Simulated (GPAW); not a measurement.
# Ga2O3 (R-3c): G0W0 on several meshes in GPAW

Wanted: mesh dependence and cost of G0W0 for Ga2O3 (R-3c).

Program: GPAW 26.7.0. Level of theory: PBE and many-body steps on it, plane waves. Results are calculated unless marked as measured.

## 1. The starting structure

The structure is trigonal, space group R-3c (No. 167). The conventional cell has a = 4.997 Å, b = 4.997 Å, c = 13.451 Å, α = 90.00°, β = 90.00°, γ = 120.00°. Nearest to Ga lie 6 O at 1.93 to 2.08 Å. Nearest to O lie 4 Ga at 1.93 to 2.08 Å. Farther neighbours and most contacts between anions are not listed.

As a file:

```cif
data_structure
_symmetry_space_group_name_H-M 'P 1'
_symmetry_Int_Tables_number 1
_cell_length_a 5.3317
_cell_length_b 5.3317
_cell_length_c 5.3317
_cell_angle_alpha 55.894
_cell_angle_beta 55.894
_cell_angle_gamma 55.894
_cell_volume 96.97
loop_
_atom_site_label
_atom_site_type_symbol
_atom_site_fract_x
_atom_site_fract_y
_atom_site_fract_z
_atom_site_occupancy
Ga1 Ga 0.85559 0.85559 0.85559 1
Ga2 Ga 0.64441 0.64441 0.64441 1
Ga3 Ga 0.14441 0.14441 0.14441 1
Ga4 Ga 0.35559 0.35559 0.35559 1
O5 O 0.75000 0.44683 0.05317 1
O6 O 0.44683 0.05317 0.75000 1
O7 O 0.05317 0.75000 0.44683 1
O8 O 0.25000 0.55317 0.94683 1
O9 O 0.94683 0.25000 0.55317 1
O10 O 0.55317 0.94683 0.25000 1
```

The cell and positions are those that the Materials Project relaxed with its own functionals (PBE, PBE+U or r2SCAN), kept fixed. This is not the form that Ga2O3 usually takes at ambient conditions.

## 2. Empty states on the mesh, 4×4×4 mesh, 455 bands

This step: GPAW 26.7.0; DFT, PBE, plane waves, PAW.

The sums over transitions need many empty states on a uniform mesh; this step solves for them.

run.py reads:

```python
import json
import numpy as np
from gpaw.mpi import world
from gpaw import GPAW

calc = GPAW('gs.gpw').fixed_density(kpts={'size': (4, 4, 4), 'gamma': True},
    parallel={'domain': 1, 'band': 1},
    txt='nscf.txt')
calc.diagonalize_full_hamiltonian(nbands=455)
calc.write('full.gpw', mode='all')
res = {}
kpts = calc.get_ibz_k_points()
res['kpts'] = kpts
res['eigenvalues'] = [calc.get_eigenvalues(kpt=k) for k in range(len(kpts))]
res['n_electrons'] = calc.get_number_of_electrons()

if world.rank == 0:
    with open('result.json', 'w') as f:
        json.dump(res, f, default=lambda x: x.tolist())
```

On the command line:

```bash
mpirun -n 4 gpaw python run.py
```

Numbers of over 12 decimals in the logs are rounded to 6 here.

Log:

```text
Diagonalizing LCAO Hamiltonian
Converting LCAO to pw mode
convergence criteria:
- Maximum integral of absolute [eigenst]ate change: 4e-08 eV^2 / valence electron
maximum number of iterations: 100

SCF iterations
|iter     |     time |      energy | eigst |  dens |
|iter:   1|  |             | +0.37 |       |
|iter:   2|  |             | -1.14 |       |
|iter:   3|  |             | -1.98 |       |
[...]
|iter:  37|  |             | -7.21 |       |
|iter:  38|  |             | -7.18 |       |
|iter:  39|  |             | -7.49c|       |
SCF steps: 39
  __  _  _
 | _ |_)|_||  |
 |__||  | ||/\| - 26.7.0

Input parameters:
  mode=PW(ecut=600.0),
  convergence={'density': 1e-06, 'bands': -3},
  gpts=array([32, 32, 32]),
  kpts=MonkhorstPack(size=(4, 4, 4), gamma=True),
  maxiter=100,
  nbands=35,
  occupations=Occupations(name='fermi-dirac', width=0.001, fixmagmom=False),
  parallel={'domain': 1, 'band': 1},
  xc=XC(name='PBE')
Matrix size: 3251x3251
# Writing to full.gpw (mode='all')
  [... matrices ...]

timing:  # [seconds]
  Total: 112.624  # ━━━━━━━━━━━━━━━━━━━━━━━━━━━━━━━━━━━━━━━━━━━━━━━━━━━━━━━━━
```

The job ended after 2.3 min (4 MPI ranks of Intel Xeon Platinum 8488C (Sapphire Rapids), shared host; peak memory 4.5 GiB; 9.4 min of CPU time).

Numbers from this step:

```
gap                                                           : 2.845 eV
k of the valence top                                          : 0.25, 0, 0
k of the conduction bottom                                    : 0, 0, 0
least direct gap                                              : 3.027 eV
k points computed                                             : 14
lowest point of the top converged band, above the valence top : 146.2209 eV
```

On this mesh the gap is 2.845 eV.

## 3. 4×4×4

Now the one-shot GW correction: screening in the RPA, then the self-energy of the levels asked for.

This step: G0W0 on PBE, plane waves, PAW.

run.py reads:

```python
import json
import numpy as np
from gpaw.mpi import world
from gpaw.response.g0w0 import G0W0

gw = G0W0('full.gpw',
    filename='gw',
    kpts=[0, 2],
    bands=(22, 26),
    ecut=48,
    nbands=73,
    integrate_gamma='WS',
    ppa=True)
gw.calculate()
res = {mode: {k: v for k, v in r.items() if k != 'sigma_eskwn'}
       for mode, r in gw.all_results.items()}

if world.rank == 0:
    with open('result.json', 'w') as f:
        json.dump(res, f, default=lambda x: x.tolist())
```

On the command line:

```bash
mpirun -n 4 gpaw python run.py
```

Log:

```text
Using integrator: PointIntegrator
FrequencyGridDescriptor(from 0.000+0.000j to 0.000+27.211j eV, 2 points)
Nonperiodic BCs:  [False False False]
Using integrator: PointIntegrator
FrequencyGridDescriptor(from 0.000+0.000j to 0.000+27.211j eV, 2 points)
Nonperiodic BCs:  [False False False]
  ___  _ _ _
 |   || | | |
 | | || | | |
 |__ ||_____|
 |___|

BZ k-points: Symmetries present (total): 6

  [... matrices ...]
64 k-points: 4 x 4 x 4 Monkhorst-Pack grid + [1/8,1/8,1/8]
14 k-points in the irreducible part of the Brillouin zone
       k-points in crystal coordinates                weights
   0:     0.00000000    0.00000000    0.00000000          1/64
   1:     0.25000000    0.00000000   -0.25000000          6/64
   2:     0.25000000    0.00000000    0.00000000          6/64
   3:     0.25000000    0.25000000   -0.25000000          6/64
   4:     0.25000000    0.25000000    0.00000000          6/64
   5:     0.25000000    0.25000000    0.25000000          2/64
   6:     0.50000000    0.00000000    0.00000000          3/64
   7:     0.50000000    0.00000000    0.25000000          6/64
   8:     0.50000000    0.25000000   -0.25000000          6/64
   9:     0.50000000    0.25000000    0.00000000          6/64
          ...
  13:     0.50000000    0.50000000    0.50000000          1/64

Distributing spins, k-points and bands (1 x 2 x 4) over 4 processes
Number of blocks: 1

Quasi particle states:
k-points (IBZ indices): [0, 2]
Band range: (22, 26)
  [... matrices ...]
Computational parameters:
Plane wave cut-off: 48 eV
Number of bands: 73
Coulomb cutoff: None
Broadening: 0.1 eV

fxc modes: GW
Kernel: RPA
Using Godby-Needs plasmon-pole approximation:
  Fitting energy: i*E0, E0 = 1.000 Hartree
Summing all q:

Calculating screened Coulomb potential
No Coulomb truncation
FrequencyGridDescriptor(from 0.000+0.000j to 0.000+27.211j eV, 2 points)
Removing empty qpoint cache files...

Calculating chi0 body with:
    Ground state adapter containing:
    Number of spins: 1
    Number of kpoints: 64
    Number of irreducible kpoints: 14
    Number of completely occupied states: 24
    Number of partially occupied states: 24
    Occupied states memory: 12.0 M / cpu

    Linear response parametrization:
    q_c: [0.0, 0.0, 0.0]
    Number of frequency points: 2
    Planewave cutoff: 48.0
    Number of bands: 73
    Number of planewaves: 65
    Broadening (eta): 1e-06
    comm.size: 4
    kncomm.size: 4
    blockcomm.size: 1

    Memory estimate of potentially large arrays:
        chi0_wGG: 0.128937 M / cpu
Integrating chi0 body.

Symmetries of q_c:
    Direct symmetries (Uq -> q): 6
    Indirect symmetries (TUq -> q): 0
In total 6 allowed symmetries.

  [... matrices ...]
14 groups of equivalent kpoints. 78.125% reduction.

Integral kind: response function
Integrating chi0 head and wings.

Symmetries of q_c:
    Direct symmetries (Uq -> q): 6
    Indirect symmetries (TUq -> q): 0
In total 6 allowed symmetries.

  [... matrices ...]
14 groups of equivalent kpoints. 78.125% reduction.

Integral kind: response function wings

Calculating chi0 body with:
    Ground state adapter containing:
    Number of spins: 1
    Number of kpoints: 64
    Number of irreducible kpoints: 14
    Number of completely occupied states: 24
    Number of partially occupied states: 24
    Occupied states memory: 12.0 M / cpu

    Linear response parametrization:
[... the further q-points ...]

Results:
f:      Occupation numbers
eps:     KS-eigenvalues [eV]
vxc:     KS vxc [eV]
exx:     Exact exchange [eV]
sigma:   Self-energies [eV]
dsigma:  Self-energy derivatives
Z:       Renormalization factors
qp:      QP-energies [eV]

k-point 0 (0): (0.000, 0.000, 0.000)                GW
band       f     eps     vxc     exx   sigma  dsigma       Z      qp
                                                                   GW
  22   1.000   5.442 -21.251 -26.508   4.888  -0.262   0.792   5.149
  23   1.000   5.442 -21.251 -26.508   4.887  -0.262   0.792   5.149
  24   0.000   8.469 -17.975 -13.546  -2.589  -0.179   0.848  10.029
  25   0.000  12.337 -18.840 -13.105  -2.867  -0.200   0.833  14.726

k-point 1 (2): (0.250, 0.000, 0.000)                GW
band       f     eps     vxc     exx   sigma  dsigma       Z      qp
                                                                   GW
  22   1.000   5.486 -21.256 -26.616   4.929  -0.263   0.792   5.145
  23   1.000   5.623 -21.507 -26.861   4.927  -0.263   0.792   5.285
  24   0.000  10.056 -19.209 -14.668  -2.393  -0.196   0.836  11.851
  25   0.000  12.167 -18.493 -12.868  -2.878  -0.197   0.835  14.462
```

It took 2 min on 4 MPI ranks; peak memory 2.3 GiB.

This step gave:

```yaml
g0w0_gap_on_the_points_computed: 4.744 eV
least_direct_g0w0_gap_on_the_computed_points: 4.880 eV
z_at_the_valence_top: 0.7920
z_at_the_conduction_bottom: 0.8482
starting_gap_on_the_mesh: 2.845 eV
k_of_the_valence_top: 0.25, 0, 0
k_of_the_conduction_bottom: 0, 0, 0
```

The gap on the mesh goes from 2.85 eV to 4.74 eV, a correction of +1.90 eV.

## 4. Empty states on the mesh, 6×6×6 mesh, 83 bands

This step: DFT, PBE, plane waves, PAW.

run.py reads:

```python
import json
import numpy as np
from gpaw.mpi import world
from gpaw import GPAW

calc = GPAW('gs.gpw').fixed_density(kpts={'size': (6, 6, 6), 'gamma': True},
    nbands=96,
    convergence={'bands': 83},
    txt='nscf.txt')
calc.write('full.gpw', mode='all')
res = {}
kpts = calc.get_ibz_k_points()
res['kpts'] = kpts
res['eigenvalues'] = [calc.get_eigenvalues(kpt=k) for k in range(len(kpts))]
res['n_electrons'] = calc.get_number_of_electrons()

if world.rank == 0:
    with open('result.json', 'w') as f:
        json.dump(res, f, default=lambda x: x.tolist())
```

On the command line:

```bash
mpirun -n 4 gpaw python run.py
```

Log:

```text
Diagonalizing LCAO Hamiltonian
Converting LCAO to pw mode
convergence criteria:
- Maximum integral of absolute [eigenst]ate change: 4e-08 eV^2 / valence electron
maximum number of iterations: 100

SCF iterations
|iter     |     time |      energy | eigst |  dens |
|iter:   1|  |             | +3.55 |       |
|iter:   2|  |             | +2.17 |       |
|iter:   3|  |             | +1.00 |       |
[...]
|iter:   9|  |             | -5.98 |       |
|iter:  10|  |             | -7.20 |       |
|iter:  11|  |             | -7.64c|       |
SCF steps: 11
  __  _  _
 | _ |_)|_||  |
 |__||  | ||/\| - 26.7.0

Input parameters:
  mode=PW(ecut=600.0),
  convergence={'bands': 83},
  gpts=array([32, 32, 32]),
  kpts=MonkhorstPack(size=(6, 6, 6), gamma=True),
  maxiter=100,
  nbands=96,
  occupations=Occupations(name='fermi-dirac', width=0.001, fixmagmom=False),
  parallel={},
  xc=XC(name='PBE')
# Writing to full.gpw (mode='all')
  [... matrices ...]

timing:  # [seconds]
  Total: 0.149  # ━━━━━━━━━━━━━━━━━━━━━━━━━━━━━━━━━━━━━━━━━━━━━━━━━━━━━━━━━━━
```

Run time: 68 s. Hardware: 4 MPI ranks; peak memory 1.2 GiB; 4.5 min of CPU time.

Numbers from this step:

- gap: 2.799 eV
- k of the valence top: 0.1667, 0, -0.1667
- k of the conduction bottom: 0, 0, 0
- least direct gap: 3.027 eV
- k points computed: 40
- lowest point of the top converged band, above the valence top: 34.44 eV

On this mesh the gap is 2.799 eV.

## 5. 6×6×6

This step: G0W0 on PBE, plane waves, PAW.

run.py reads:

```python
import json
import numpy as np
from gpaw.mpi import world
from gpaw.response.g0w0 import G0W0

gw = G0W0('full.gpw',
    filename='gw',
    kpts=[0, 1],
    bands=(22, 26),
    ecut=48,
    nbands=73,
    integrate_gamma='WS',
    ppa=True)
gw.calculate()
res = {mode: {k: v for k, v in r.items() if k != 'sigma_eskwn'}
       for mode, r in gw.all_results.items()}

if world.rank == 0:
    with open('result.json', 'w') as f:
        json.dump(res, f, default=lambda x: x.tolist())
```

On the command line:

```bash
mpirun -n 4 gpaw python run.py
```

Log:

```text
Using integrator: PointIntegrator
FrequencyGridDescriptor(from 0.000+0.000j to 0.000+27.211j eV, 2 points)
Nonperiodic BCs:  [False False False]
Using integrator: PointIntegrator
FrequencyGridDescriptor(from 0.000+0.000j to 0.000+27.211j eV, 2 points)
Nonperiodic BCs:  [False False False]
  ___  _ _ _
 |   || | | |
 | | || | | |
 |__ ||_____|
 |___|

BZ k-points: Symmetries present (total): 6

  [... matrices ...]
216 k-points: 6 x 6 x 6 Monkhorst-Pack grid + [1/12,1/12,1/12]
40 k-points in the irreducible part of the Brillouin zone
       k-points in crystal coordinates                weights
   0:     0.00000000    0.00000000    0.00000000          1/216
   1:     0.16666667    0.00000000   -0.16666667          6/216
   2:     0.16666667    0.00000000    0.00000000          6/216
[...]
9:     0.33333333   -0.16666667    0.16666667          6/216
          ...
  39:     0.50000000    0.50000000    0.50000000          1/216

Distributing spins, k-points and bands (1 x 2 x 4) over 4 processes
Number of blocks: 1

Quasi particle states:
k-points (IBZ indices): [0, 1]
Band range: (22, 26)
  [... matrices ...]
Computational parameters:
Plane wave cut-off: 48 eV
Number of bands: 73
Coulomb cutoff: None
Broadening: 0.1 eV

fxc modes: GW
Kernel: RPA
Using Godby-Needs plasmon-pole approximation:
  Fitting energy: i*E0, E0 = 1.000 Hartree
Summing all q:

Calculating screened Coulomb potential
No Coulomb truncation
FrequencyGridDescriptor(from 0.000+0.000j to 0.000+27.211j eV, 2 points)
Removing empty qpoint cache files...

Calculating chi0 body with:
    Ground state adapter containing:
    Number of spins: 1
    Number of kpoints: 216
    Number of irreducible kpoints: 40
    Number of completely occupied states: 24
[...]
q_c: [1.3877787807814457e-17, 1.3877787807814457e-17, 1.3877787807814457e-17]
    Number of frequency points: 2
    Planewave cutoff: 48.0
    Number of bands: 73
    Number of planewaves: 65
    Broadening (eta): 1e-06
    comm.size: 4
    kncomm.size: 4
    blockcomm.size: 1

    Memory estimate of potentially large arrays:
        chi0_wGG: 0.128937 M / cpu
Integrating chi0 body.

Symmetries of q_c:
    Direct symmetries (Uq -> q): 6
    Indirect symmetries (TUq -> q): 0
In total 6 allowed symmetries.

  [... matrices ...]
40 groups of equivalent kpoints. 81.481481% reduction.

Integral kind: response function
Integrating chi0 head and wings.

Symmetries of q_c:
    Direct symmetries (Uq -> q): 6
    Indirect symmetries (TUq -> q): 0
In total 6 allowed symmetries.

  [... matrices ...]
40 groups of equivalent kpoints. 81.481481% reduction.

Integral kind: response function wings

Calculating chi0 body with:
    Ground state adapter containing:
    Number of spins: 1
    Number of kpoints: 216
    Number of irreducible kpoints: 40
    Number of completely occupied states: 24
    Number of partially occupied states: 24
[... the further q-points ...]

Results:
f:      Occupation numbers
eps:     KS-eigenvalues [eV]
vxc:     KS vxc [eV]
exx:     Exact exchange [eV]
sigma:   Self-energies [eV]
dsigma:  Self-energy derivatives
Z:       Renormalization factors
qp:      QP-energies [eV]

k-point 0 (0): (0.000, 0.000, 0.000)                GW
band       f     eps     vxc     exx   sigma  dsigma       Z      qp
                                                                   GW
  22   1.000   5.442 -21.251 -26.499   4.884  -0.262   0.792   5.153
  23   1.000   5.442 -21.251 -26.499   4.884  -0.262   0.792   5.153
  24   0.000   8.469 -17.975 -13.587  -2.555  -0.179   0.848  10.023
[...]
k-point 1 (1): (0.167, 0.000, -0.167)                GW
band       f     eps     vxc     exx   sigma  dsigma       Z      qp
                                                                   GW
[...]
24   0.000  10.277 -19.259 -14.608  -2.450  -0.197   0.835  12.115
  25   0.000  12.054 -18.375 -12.809  -2.867  -0.195   0.837  14.311
```

Wall time 16 min (4 MPI ranks); peak memory 4.2 GiB; 64 min of CPU time.

This step gave:

```
G0W0 gap on the points computed              : 4.672 eV
least direct G0W0 gap on the computed points : 4.870 eV
Z at the valence top                         : 0.7924
Z at the conduction bottom                   : 0.8485
starting gap on the mesh                     : 2.799 eV
k of the valence top                         : 0.1667, 0, -0.1667
k of the conduction bottom                   : 0, 0, 0
```

Against G0W0 in GPAW (4×4×4 mesh, 73 bands, screening to 48 eV, Godby-Needs plasmon pole), the gap moves by −0.072 eV.

## 6. The runs together

Times are wall times on 4 MPI ranks of Intel Xeon Platinum 8488C (Sapphire Rapids), shared host, good to a factor of about two.

| run | mesh | bands | screening cutoff (eV) | DFT gap (eV) | gap on the mesh (eV) | direct (eV) | time |
| --- | --- | --- | --- | --- | --- | --- | --- |
| 4×4×4 | 4×4×4 | 73 | 48 | 2.845 | 4.744 | 4.880 | 2 min |
| 6×6×6 | 6×6×6 | 73 | 48 | 2.799 | 4.672 | 4.870 | 16 min |

## 7. Outcome

| Item | Value |
| --- | --- |
| 4×4×4 | 4.744 eV |
| 6×6×6 | 4.672 eV |
| known limits | not at the basis limit; no spin-orbit coupling |

6×6×6: −0.072 eV against 4×4×4, −0.046 eV of it in the start. Bands and cutoff are finite, so the gap is not at the basis limit. The miss can reach some tenths of an eV and take either sign; the mesh is an error of its own. These stock PAW sets were not made for GW; the filled d or f shell of Ga lies in the frozen core, which bears on start and correction. In the G0W0 runs levels were corrected at 2 k points alone, so a gap called «on the mesh» is the least over those, and an edge elsewhere would be missed. The many-body steps are scalar-relativistic: spin-orbit coupling is not in them.

[Paths, hosts, dates, memory and timing lines, banners, echoed tables and standing remarks are left out of the program output.]

[Logs are printed without paths, hosts, clocks, repeated set-up lines and the standing remarks that a program may print on its own settings, such as how far it seeks lower states.]

[Runs of the session that timed out or met a known fault of the program may be left out.]

[Hosts, paths, dates, database ids (printed as entryN), source tags and the programs' standing remarks are cut or masked in the printed files.]
